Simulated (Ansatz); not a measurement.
Consider KVF3 (cubic perovskite) (Pm-3m).

The structure was built from a prototype and need not be the compound's stable phase.

```yaml
crystal:
  lattice:
    - [0.00000, -3.95649, 0.00000]
    - [0.00000, 0.00000, 3.95649]
    - [-3.95649, 0.00000, 0.00000]
  atoms:
    - { symbol: K, position: [0.00000, 0.00000, 0.00000] }
    - { symbol: V, position: [0.50000, 0.50000, 0.50000] }
    - { symbol: F, position: [0.50000, 0.50000, 0.00000] }
    - { symbol: F, position: [0.50000, 0.00000, 0.50000] }
    - { symbol: F, position: [0.00000, 0.50000, 0.50000] }
```

The structure was relaxed with LDA. The structure type comes from a generator and need not be one that this composition takes. The structure was generated from a model, not taken from a measurement. The runs that relaxed it are not among those shown. The program's search for lower electronic states was switched off, so nothing shows that the state found is the lowest. PAW set soft_2, made with PBE.

A constrained-RPA run (Ansatz 0.2.0; non-magnetic LDA; V t2g + anion p, bands v11 to c1, 4×4×4 mesh, medium accuracy) builds 12 functions on bands 12 eV wide, with 21.0 electrons in the window. The bare on-site interaction is 18.1 eV and the bare J 0.68 eV.

**Question.** What U and J survive the screening?

On the V t2g shell, U = 7.15 eV (40 % of the bare value), U′ = 6.10 eV, J = 0.51 eV.

The parent state is non-magnetic and the interaction static (zero frequency); U depends on the window and the orbitals, so it belongs to this model alone. A window that holds the anion p bands defines a model with explicit ligands; its U belongs to that model and is not the U of DFT+U.

[Paths, hosts, dates, memory and timing lines, banners, echoed tables and standing remarks are left out of the program output.]

[Logs are printed without paths, hosts, clocks, repeated set-up lines and the standing remarks that a program may print on its own settings, such as how far it seeks lower states.]

[Runs of the session that timed out or met a known fault of the program may be left out.]

[Hosts, paths, dates, database ids (printed as entryN), source tags and the programs' standing remarks are cut or masked in the printed files.]
